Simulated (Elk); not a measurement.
# Optical conductivity and Kerr rotation of Cobalt, part 2 of 2

Wanted: σ_xx, σ_xy and the Kerr angle of Cobalt with spin–orbit coupling.

Elk 11.2.3 (patched build); LDA (Perdew-Wang); all-electron APW+lo, Dirac cores, scalar-relativistic bands with second-variational spin-orbit coupling.

So far. Step 2 (Ground state with spin–orbit coupling): After 17 cycles the largest moment stands at 1.64 μB.

### 6. A faulty input

A slip in the input shows what the program catches and what it lets pass.

Contents of elk.in:

```
tasks
  0

xctype
  3

rgkmax
  7.0

nempty
  14

swidth
  0.003

reducebf
  0.5

epsengy
  1e-05

maxscl
  100

lmaxi
  3

spinpol
  .true.

spinorb
  .true.

cmagz
  .true.

sppath
  './'

scale
  0.52917721

avec
  4.73829928489 0.00000000000 0.00000000000
  -2.36914964244 4.10348755135 0.00000000000
  0.00000000000 0.00000000000 7.69099635461

atoms
  1
  'Co.in'
  2
  0.3333333333 0.6666666667 0.2500000000   0.000000 0.000000 -0.100000
  0.6666666667 0.3333333333 0.7500000000   0.000000 0.000000 -0.100000

ngridk
  12 12 6
```

Launch:

```bash
OMP_NUM_THREADS=2 elk
```

Numbers of over 12 decimals in the logs are rounded to 6 here.

Log:

```text
Warning(chksvso): spin-orbit splittings by the second variation are low [figures from our tests cut]: local-orbitals by j (lorbdm 7 and 8, zora) mend levels alone
Warning(linengy): could not find 2 linearisation energies in s.c. loop 1
Warning(rhonorm): total charge density incorrect for s.c. loop 1
 Calculated :    53.55307740
 Required   :    54.00000000
Warning(linengy): could not find 2 linearisation energies in s.c. loop 2
Warning(rhonorm): total charge density incorrect for s.c. loop 2
 Calculated :    53.55261204
 Required   :    54.00000000
Warning(linengy): could not find 2 linearisation energies in s.c. loop 3
Warning(rhonorm): total charge density incorrect for s.c. loop 3
 Calculated :    53.54391650
 Required   :    54.00000000
Warning(linengy): could not find 2 linearisation energies in s.c. loop 4
Warning(rhonorm): total charge density incorrect for s.c. loop 4
 Calculated :    53.53519377
 Required   :    54.00000000
Warning(linengy): could not find 2 linearisation energies in s.c. loop 5
Warning(rhonorm): total charge density incorrect for s.c. loop 5
 Calculated :    53.52863907
 Required   :    54.00000000
Warning(linengy): could not find 2 linearisation energies in s.c. loop 6
Warning(rhonorm): total charge density incorrect for s.c. loop 6
 Calculated :    53.52573928
 Required   :    54.00000000
Warning(linengy): could not find 2 linearisation energies in s.c. loop 7
Warning(rhonorm): total charge density incorrect for s.c. loop 7
 Calculated :    53.52460815
 Required   :    54.00000000
Warning(linengy): could not find 2 linearisation energies in s.c. loop 8
Warning(rhonorm): total charge density incorrect for s.c. loop 8
 Calculated :    53.52464853
 Required   :    54.00000000
Warning(linengy): could not find 2 linearisation energies in s.c. loop 9
Warning(rhonorm): total charge density incorrect for s.c. loop 9
 Calculated :    53.52466524
 Required   :    54.00000000
Warning(linengy): could not find 2 linearisation energies in s.c. loop 10
Warning(rhonorm): total charge density incorrect for s.c. loop 10
 Calculated :    53.52466689
 Required   :    54.00000000
Warning(linengy): could not find 2 linearisation energies in s.c. loop 11
Warning(rhonorm): total charge density incorrect for s.c. loop 11
 Calculated :    53.52466700
 Required   :    54.00000000
Warning(linengy): could not find 2 linearisation energies in s.c. loop 12
Warning(rhonorm): total charge density incorrect for s.c. loop 12
 Calculated :    53.52466684
 Required   :    54.00000000
Warning(linengy): could not find 2 linearisation energies in s.c. loop 13
Warning(rhonorm): total charge density incorrect for s.c. loop 13
 Calculated :    53.52466676
 Required   :    54.00000000
Warning(linengy): could not find 2 linearisation energies in s.c. loop 14
Warning(rhonorm): total charge density incorrect for s.c. loop 14
 Calculated :    53.52466676
 Required   :    54.00000000
Warning(linengy): could not find 2 linearisation energies in s.c. loop 15
Warning(rhonorm): total charge density incorrect for s.c. loop 15
 Calculated :    53.52466677
 Required   :    54.00000000
Warning(linengy): could not find 2 linearisation energies in s.c. loop 16
Warning(rhonorm): total charge density incorrect for s.c. loop 16
 Calculated :    53.52466677
 Required   :    54.00000000
Warning(linengy): could not find 2 linearisation energies in s.c. loop 17
Warning(rhonorm): total charge density incorrect for s.c. loop 17
 Calculated :    53.52466677
 Required   :    54.00000000
Info(gndstate): no moment of its own; a second start begins; STATE.OUT holds the state before
Warning(linengy): could not find 2 linearisation energies in s.c. loop 18
Warning(rhonorm): total charge density incorrect for s.c. loop 18
 Calculated :    53.52472053
 Required   :    54.00000000
Warning(linengy): could not find 2 linearisation energies in s.c. loop 19
Warning(rhonorm): total charge density incorrect for s.c. loop 19
 Calculated :    53.52471916
 Required   :    54.00000000
[...]
atomic positions (lattice), magnetic fields (Cartesian) :
  1 :   0.33333333  0.16666667  0.25000000    0.00000000  0.00000000 -0.10000000
  2 :  -0.33333333 -0.16666667 -0.25000000    0.00000000  0.00000000 -0.10000000

Total number of atoms per unit cell :    2
Total muffin-tin volume :    15.35010928
 ratio of muffin-tin to unit cell volume :   0.6927074533

Spin treatment :
 spin-polarised
 spin-orbit coupling
 global magnetic field (Cartesian) :    0.000000000       0.000000000       0.000000000
 collinear magnetisation in z-direction

Number of Bravais lattice symmetries :   24
Number of crystal symmetries         :   12
Crystal has inversion symmetry
Real symmetric eigensolver will be used

k-point grid :     12    12     6
k-point offset :    0.000000000       0.000000000       0.000000000
k-point set is reduced with full crystal symmetry group
Total number of k-points :      104

Muffin-tin radius times maximum |G+k| :    7.000000000
 using average radius
Maximum |G+k| for APW functions       :    5.720496855
Maximum (1/2)|G+k|²                   :    16.36204213
Maximum |G| for potential and density :    12.00000000
Constant for pseudocharge density :    4
 order of it for each species :   11
 order of it for pair densities of each species (exact exchange by exxq0 0: 11) :   10
Radial integration step length :    1

G-vector grid sizes :     10    10    16
Number of G-vectors :      639

Maximum angular momentum used for
 APW functions            :    8
 outer part of muffin-tin :    6
 inner part of muffin-tin :    3

Number of empty states         :     28
Total number of valence states :     88
Total number of core states    :     24

Third-order local-orbitals added for an l without core states : T
Total number of local-orbitals :     44

Exchange-correlation functional :      3     0     0
 Perdew-Wang/Ceperley-Alder, Phys. Rev. B 45, 13244 (1992)
 gradient requirement :    0
 local density approximation (LDA)

Smearing type :    3
 Fermi-Dirac
Smearing width :   0.3000000000E-02
Effective electronic temperature (K) :    947.3250744

Mixing type :    3
 Broyden mixing, J. Phys. A: Math. Gen. 17, L317 (1984)

Kohn-Sham potential initialised from atomic data

┌──────────────────────────────┐
│ Self-consistent loop started │
└──────────────────────────────┘

[... earlier loops left out ...]

┌──────────────────┐
│ Loop number : 32 │
└──────────────────┘

Energies :
 Fermi                       :      3.660367
 sum of occupied eigenvalues :     -1450.0850687580
 electron kinetic            :      2868.7949173721
 core electron kinetic       :      2538.5335208529
 Coulomb                     :     -5536.6931145656
 Coulomb potential           :     -4158.2101110735
 nuclear-nuclear             :     -944.42119791341
 electron-nuclear            :     -5085.9059935448
 Hartree                     :      493.63407689264
 Madelung                    :     -3457.5880590288
 xc potential                :     -160.66987505596
 xc effective B-field        :    -0.71641207440632E-09
 external B-field            :      0.000000
 exchange                    :     -116.44824590935
 correlation                 :     -4.925003
 electron entropic           :    -0.31239664890301E-03
 total energy                :     -2789.2717583686
 (external B-field energy excluded from total)

Density of states at Fermi energy :    10.06666445
 (states/Hartree/unit cell)

Estimated indirect band gap :   0.7756345168E-02
 from k-point 57 to k-point 76
Estimated direct band gap   :   0.5795833146E-01
 at k-point 63

Charges :
 core                        :    24.00000000
 valence                     :    30.00000000
 interstitial                :    3.779149468
 muffin-tins (core leakage)
  species : 1 (Co)
   atom 1                    :    25.11042527     (  0.2355251644    )
   atom 2                    :    25.11042527     (  0.2355251644    )
 total in muffin-tins        :    50.22085053
 total calculated charge     :    53.52466677
 total charge                :    54.00000000
 error                       :   0.4753332340

Moments :
 interstitial                :  -0.1663367739E-08
 muffin-tins
  species : 1 (Co)
   atom 1                    :   0.7683672516E-06
   atom 2                    :   0.7683672516E-06
 total in muffin-tins        :   0.1536734503E-05
 total moment                :   0.1535071135E-05

┌──────────────────────────────┐
│ Self-consistent loop stopped │
└──────────────────────────────┘

Warning : the lowest level lies among the core levels :   -1.095686320     -0.3297456017

Warning : core states of species 1 leak from the muffin-tin :   0.2355251644

Warning : the occupied levels lie far from the species files' linearisation energy :    3.359183004

Warning : more electrons lie deep than the shells out of the core hold :   16.0671       12.0000

Wrote STATE.OUT
```

Elapsed: 3.8 min, on 2 threads of Arm Neoverse V1, shared host; peak memory 0.08 GiB; 7.6 min of CPU time.

The run converged, but its input is faulty, so its numbers are not to be trusted.

The fault in the input: lattice vectors in angstrom read as bohr.

The largest moment is 0 μB against 1.64 μB in the first run, and the free energy lies -190 eV from it.

The lengths end up 0.53 of those meant, as when ångström are read as bohr, and the atoms are crushed together.

### 7. The strongest peak

The largest local extreme of the rotation above 1.5 eV, for majority spin along +z:

```csv
broadening (eV),energy (eV),rotation (°),ellipticity (°),rotation at 1.96 eV (°)
0.20,4.15,0.395,0.183,0.207
0.11,4.97,0.492,0.440,0.161
```

### 8. Outcome

- net spin moment: 3.20 μB a cell
- strongest peak above 1.5 eV: 0.40° at 4.1 eV
- rotation at 1.96 eV: 0.21°

**Reading.** Above 1.5 eV the rotation peaks at 4.15 eV, with 0.40° for majority spin along +z at a broadening of 0.20 eV. The run's majority spin points along +z; the magnetisation points the other way, and the angle changes sign with it. The intraband (Drude) term is left out, which matters in a metal: most under about 1.5 eV, and higher wherever the diagonal response is small. Between 0.3 and 1.5 eV the same spectrum reaches a larger 0.62° at 0.31 eV, where it is less sure. Which peak is strongest changes with the broadening. These are independent-particle spectra on a 18×18×10 mesh, not shown converged.

[Logs and program files are shortened in this print: banners, set-up blocks, solver, clock and traceback lines can be left out without a mark of their own.]

[Logs are printed without paths, hosts, clocks, repeated set-up lines and the standing remarks that a program may print on its own settings, such as how far it seeks lower states.]

[Hosts, paths, dates, database ids (printed as entryN), source tags and the programs' standing remarks are cut or masked in the printed files.]

[Where a cell is said to come from a database of computed structures, the database is the Materials Project.]
